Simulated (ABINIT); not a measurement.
## Y2CrH6 (Fm-3m): G0W0 with ABINIT, start to end

Wanted: ground state, empty states, screening and self-energy for Y2CrH6 (Fm-3m).

Method: LDA and many-body steps on it, plane waves, in ABINIT 10.8.3.

Report form: the programs' logs are mostly left out.

## (1) Set-up

The structure is cubic, space group Fm-3m (No. 225). The conventional cell has a = 6.999 Å, b = 6.999 Å, c = 6.999 Å, α = 90.00°, β = 90.00°, γ = 90.00°. Nearest to Y lie 12 H at 2.47 Å. Cr has 6 H at 1.72 Å nearest. Nearest to H lie 1 Cr at 1.72 Å and 4 H at 2.43 Å and 4 Y at 2.47 Å. Farther neighbours are not listed.

The cell and positions are those that the Materials Project relaxed with its own functionals (PBE, PBE+U or r2SCAN), kept fixed.

## (2) Ground state

This step: ABINIT 10.8.3; DFT, LDA, plane waves, norm-conserving pseudopotentials.

The ground-state density comes first.

File run.abi:

```
acell 3*1.0 Angstrom
rprim 
  0.000000000000 3.499313000000 3.499313000000
  3.499313000000 0.000000000000 3.499313000000
  3.499313000000 3.499313000000 -0.000000000000
ntypat 3
znucl 39 24 1
natom 9
typat 1 1 2 3 3 3 3 3 3
xred 
  0.750000000000 0.750000000000 0.750000000000
  0.250000000000 0.250000000000 0.250000000000
  0.000000000000 0.000000000000 0.000000000000
  0.754389000000 0.754389000000 0.245611000000
  0.245611000000 0.754389000000 0.245611000000
  0.754389000000 0.245611000000 0.245611000000
  0.245611000000 0.245611000000 0.754389000000
  0.754389000000 0.245611000000 0.754389000000
  0.245611000000 0.754389000000 0.754389000000
pp_dirpath "pseudos"
pseudos "Y.upf, Cr.upf, H.upf"
ecut 43
ngkpt 6 6 6
nshiftk 1
shiftk 0 0 0
kptopt 1
chksymbreak 0
nband 29
occopt 1
tolvrs 1e-10
nstep 60
prtwf 0
optforces 0
optstress 0
indata_prefix "in"
outdata_prefix "out"
tmpdata_prefix "tmp"
```

On the command line:

```
OMP_NUM_THREADS=1 mpirun -n 4 abinit run.abi > log
```

It took 77 s on 4 MPI ranks of Arm Neoverse V1, shared host; peak memory 0.49 GiB.

Numbers from this step:

* total energy: -4742.6807 eV
* gap: 0.2463 eV
* k of the valence top: 0, 0, 0
* k of the conduction bottom: 0.5, 0.5, 0
* least direct gap: 0.4699 eV

The gap is indirect, with the least direct gap 0.22 eV higher.

## (3) Bands along the symmetry lines

Levels along a band path, at the cheap level, show where the edges lie and whether the meshes to come will hold them.

run.abi: that of step 2 with these lines changed.

```diff
@@ -22,14 +22,40 @@
 ecut 43
-ngkpt 6 6 6
-nshiftk 1
-shiftk 0 0 0
-kptopt 1
-chksymbreak 0
-nband 29
-occopt 1
-tolvrs 1e-10
-nstep 60
+iscf -2
+irdden 1
+kptopt 0
+nkpt 26
+kpt 
+  0.00000000 0.00000000 0.00000000
+  0.12500000 0.00000000 0.12500000
+  0.25000000 0.00000000 0.25000000
+  0.37500000 0.00000000 0.37500000
+  0.50000000 0.00000000 0.50000000
+  0.53125000 0.06250000 0.53125000
+  0.56250000 0.12500000 0.56250000
+  0.59375000 0.18750000 0.59375000
+  0.62500000 0.25000000 0.62500000
+  0.37500000 0.37500000 0.75000000
+  0.28125000 0.28125000 0.56250000
+  0.18750000 0.18750000 0.37500000
+  0.09375000 0.09375000 0.18750000
+  0.00000000 0.00000000 0.00000000
+  0.12500000 0.12500000 0.12500000
+  0.25000000 0.25000000 0.25000000
+  0.37500000 0.37500000 0.37500000
+  0.50000000 0.50000000 0.50000000
+  0.50000000 0.43750000 0.56250000
+  0.50000000 0.37500000 0.62500000
+  0.50000000 0.31250000 0.68750000
+  0.50000000 0.25000000 0.75000000
+  0.50000000 0.18750000 0.68750000
+  0.50000000 0.12500000 0.62500000
+  0.50000000 0.06250000 0.56250000
+  0.50000000 0.00000000 0.50000000
+istwfk *1
+nband 28
+nbdbuf 2
+tolwfr 1e-08
+nstep 40
 prtwf 0
-optforces 0
-optstress 0
+prtvol 0
 indata_prefix "in"
```

Run time: 62 s. Hardware: 4 MPI ranks; peak memory 0.41 GiB; 4.1 min of CPU time.

This step gave:

```
gap                        : 0.2463 eV
k of the valence top       : 0, 0, 0
k of the conduction bottom : 0.5, 0, 0.5
least direct gap           : 0.4699 eV
```

The gap is 0.246 eV, as in the run before at this level.

Electronic bands along the path, in eV, zero at the top of the highest filled band:

```csv
point,band 18,band 19,band 20,band 21,band 22,band 23,band 24,band 25
Γ,-4.39,0.00,0.00,0.00,1.91,1.91,3.69,4.70
halfway,-3.95,-0.71,-0.08,-0.08,1.23,1.84,2.95,2.95
X,-3.31,-1.65,-0.22,-0.22,0.25,1.23,1.97,1.97
halfway,-3.13,-1.40,-0.30,-0.22,0.45,1.22,1.89,1.97
U,-3.06,-0.96,-0.39,-0.23,0.89,1.19,1.80,1.98
jump to K,-3.06,-0.96,-0.39,-0.23,0.89,1.19,1.80,1.98
halfway,-3.65,-0.48,-0.22,-0.13,1.54,2.07,2.21,2.96
Γ,-4.39,0.00,0.00,0.00,1.91,1.91,3.69,4.70
halfway,-3.86,-0.33,-0.14,-0.14,1.88,1.88,2.80,3.38
L,-3.34,-0.70,-0.34,-0.34,1.50,2.03,2.03,2.19
halfway,-3.18,-0.59,-0.47,-0.29,1.24,1.61,1.62,2.15
W,-3.00,-0.68,-0.68,-0.15,1.21,1.27,1.27,2.21
halfway,-3.07,-1.22,-0.38,-0.19,0.61,1.22,1.73,2.09
X,-3.31,-1.65,-0.22,-0.22,0.25,1.23,1.97,1.97
```

## (4) Empty states on the mesh, 2×2×2 mesh, 83 bands

The sums over transitions need many empty states on a uniform mesh; this step solves for them.

File run.abi:

```
acell 3*1.0 Angstrom
rprim 
  0.000000000000 3.499313000000 3.499313000000
  3.499313000000 0.000000000000 3.499313000000
  3.499313000000 3.499313000000 -0.000000000000
ntypat 3
znucl 39 24 1
natom 9
typat 1 1 2 3 3 3 3 3 3
xred 
  0.750000000000 0.750000000000 0.750000000000
  0.250000000000 0.250000000000 0.250000000000
  0.000000000000 0.000000000000 0.000000000000
  0.754389000000 0.754389000000 0.245611000000
  0.245611000000 0.754389000000 0.245611000000
  0.754389000000 0.245611000000 0.245611000000
  0.245611000000 0.245611000000 0.754389000000
  0.754389000000 0.245611000000 0.754389000000
  0.245611000000 0.754389000000 0.754389000000
pp_dirpath "pseudos"
pseudos "Y.upf, Cr.upf, H.upf"
ecut 43
ngkpt 2 2 2
nshiftk 1
shiftk 0 0 0
kptopt 1
chksymbreak 0
iscf -2
irdden 1
istwfk *1
nband 83
nbdbuf 6
tolwfr 1e-09
nstep 60
prtvol 0
indata_prefix "in"
outdata_prefix "out"
tmpdata_prefix "tmp"
```

Run time: 32 s. Hardware: 4 MPI ranks; peak memory 0.36 GiB.

Numbers from this step:

| Property | Result |
| --- | --- |
| gap | 0.2463 eV |
| k of the valence top | 0, 0, 0 |
| k of the conduction bottom | 0.5, 0.5, 0 |
| least direct gap | 0.4699 eV |
| k points computed | 3 |
| lowest point of the top converged band, above the valence top | 33.48 eV |

On this mesh the gap is 0.246 eV.

## (5) Screening, 2×2×2 mesh, 77 bands, screening to 106.1 eV

The RPA dielectric matrix is built and inverted for each q.

This step: RPA screening on LDA, plane waves, norm-conserving pseudopotentials.

run.abi: that of step 4 with these lines changed.

```diff
@@ -27,10 +27,11 @@
 chksymbreak 0
-iscf -2
-irdden 1
 istwfk *1
-nband 83
-nbdbuf 6
-tolwfr 1e-09
-nstep 60
-prtvol 0
+occopt 1
+irdwfk 1
+optdriver 3
+nband 77
+ecuteps 3.9
+inclvkb 2
+awtr 1
+symchi 1
 indata_prefix "in"
```

It took 11 s on 4 MPI ranks; peak memory 0.91 GiB; 42 s of CPU time.

This step gave:

```
ε∞ with local fields, on this mesh, along the program's q direction : 56.34
the same without local fields                                       : 67.81
plasma frequency                                                    : 26.00 eV
plane waves in the screening matrix                                 : 181
```

Local fields lower ε∞ by 17 %. On a Γ-centred mesh this coarse the value itself is usually too large, while a short band sum pulls it down.

## (6) Self-energy, 2×2×2 mesh, 77 bands, screening to 106.1 eV

The self-energy is evaluated for the states that the input lists, and the levels follow from it, in one-shot runs by the linearised quasiparticle equation.

This step: G0W0 on LDA, plane waves, norm-conserving pseudopotentials.

run.abi: that of step 5 with these lines changed.

```diff
@@ -30,8 +30,17 @@
 irdwfk 1
-optdriver 3
+optdriver 4
 nband 77
+gwcalctyp 0
+ecutsigx 43
+symsigma 1
+nkptgw 2
+kptgw 
+  0.0000000000 0.0000000000 0.0000000000
+  0.5000000000 0.5000000000 0.0000000000
+bdgw 
+  19 23
+  20 23
 ecuteps 3.9
-inclvkb 2
-awtr 1
-symchi 1
+irdscr 1
+ppmodel 1
 indata_prefix "in"
```

It took 5.7 s on 4 MPI ranks; peak memory 0.42 GiB.

This step gave:

```
G0W0 gap on the points computed              : 0.2580 eV
starting gap on the mesh                     : 0.2463 eV
k of the valence top                         : 0, 0, 0
k of the conduction bottom                   : 0.5, 0.5, 0
Z at the valence top                         : 0.738
Z at the conduction bottom                   : 0.799
least direct G0W0 gap on the computed points : 0.4650 eV
```

The gap on the mesh goes from 0.25 eV to 0.26 eV, a correction of +0.01 eV.

Limits: finite bands, cutoff and mesh; no spin polarisation; d states lean on the start; no spin-orbit coupling; coarse k mesh. v1 is the top filled band, c1 the lowest empty one. The levels before and after the correction (eV, zero at the valence-band top of each column):

```csv
,conduction bottom,valence top
Kohn-Sham,0.25,0.00
G0W0,0.26,0.00
```

```csv
,level,energy (eV)
Kohn-Sham,Γ v3-v1,0.000
Kohn-Sham,Γ c1-c2,1.912
Kohn-Sham,(0.5 0.5 0) v2-v1,-0.224
Kohn-Sham,(0.5 0.5 0) c1,0.246
Kohn-Sham,(0.5 0.5 0) c2,1.235
G0W0,Γ v3-v1,0.000
G0W0,Γ c1-c2,2.347
G0W0,(0.5 0.5 0) v2-v1,-0.207
G0W0,(0.5 0.5 0) c1,0.258
G0W0,(0.5 0.5 0) c2,1.668
```

## (7) Where the time went

Times are wall times on 4 MPI ranks of Arm Neoverse V1, shared host, good to a factor of about two.

```csv
step,time,share,memory (GiB)
ground state,77 s,41 %,0.49
bands along the symmetry lines,62 s,33 %,0.41
empty states on the mesh,32 s,17 %,0.36
screening,11 s,6 %,0.91
self-energy,5.7 s,3 %,0.42
```

## (8) Outcome

| Item | Value |
| --- | --- |
| LDA gap | 0.25 eV, indirect |
| G0W0 gap on the mesh | 0.26 eV |
| GW settings | 2×2×2 mesh, 77 bands, screening to 106.1 eV, Godby-Needs plasmon pole |
| known limits | not at the basis limit; mesh may overstate the screening; no spin polarisation; d states lean on the start; no spin-orbit coupling; coarse k mesh |

G0W0 moves the gap on the mesh from 0.25 eV to 0.26 eV (+0.01 eV), with Z of 0.74 and 0.80 at the edges. Local fields lower the RPA ε∞ on this mesh from 67.81 to 56.34; a Γ-centred mesh this coarse tends to raise both, most where the direct gap is narrow, while a short band sum lowers them. Only 2 of the mesh's irreducible points were corrected, so a valley elsewhere could overtake. Bands and cutoff are finite, so the gap is not at the basis limit. The miss can reach some tenths of an eV and take either sign; the mesh is an error of its own. In the G0W0 run levels were corrected at 2 k points alone, so a gap called «on the mesh» is the least over those, and an edge elsewhere would be missed. The 2×2×2 mesh is coarse for this cell, which bears on the long-range parts of exchange and screening. The RPA ε∞ on this mesh reaches over 25; with a narrow direct gap a coarse mesh can overstate it, and the correction is then too small. The runs have no spin polarisation. For a closed low-spin shell that is the natural state; where a d or f shell is open it is a constraint, and the gap is then not the crystal's own. With d states at the gap, one-shot GW leans hard on its start. The many-body steps are scalar-relativistic: spin-orbit coupling is not in them.

[Paths, hosts, dates, memory and timing lines, banners, echoed tables and standing remarks are left out of the program output.]

[Logs are printed without paths, hosts, clocks, repeated set-up lines and the standing remarks that a program may print on its own settings, such as how far it seeks lower states.]

[Runs of the session that timed out or met a known fault of the program may be left out.]

[Hosts, paths, dates, database ids (printed as entryN), source tags and the programs' standing remarks are cut or masked in the printed files.]

[G0W0 gaps are taken among the corrected bands and points alone; a level outside them can change the order at an edge.]

[Where Ansatz stands beside ABINIT at settings called matched, ABINIT's density can come from a denser mesh and the files from another edition; pairs whose starting gaps differed by over 0.03 eV were left out, so agreement reads better than it is.]
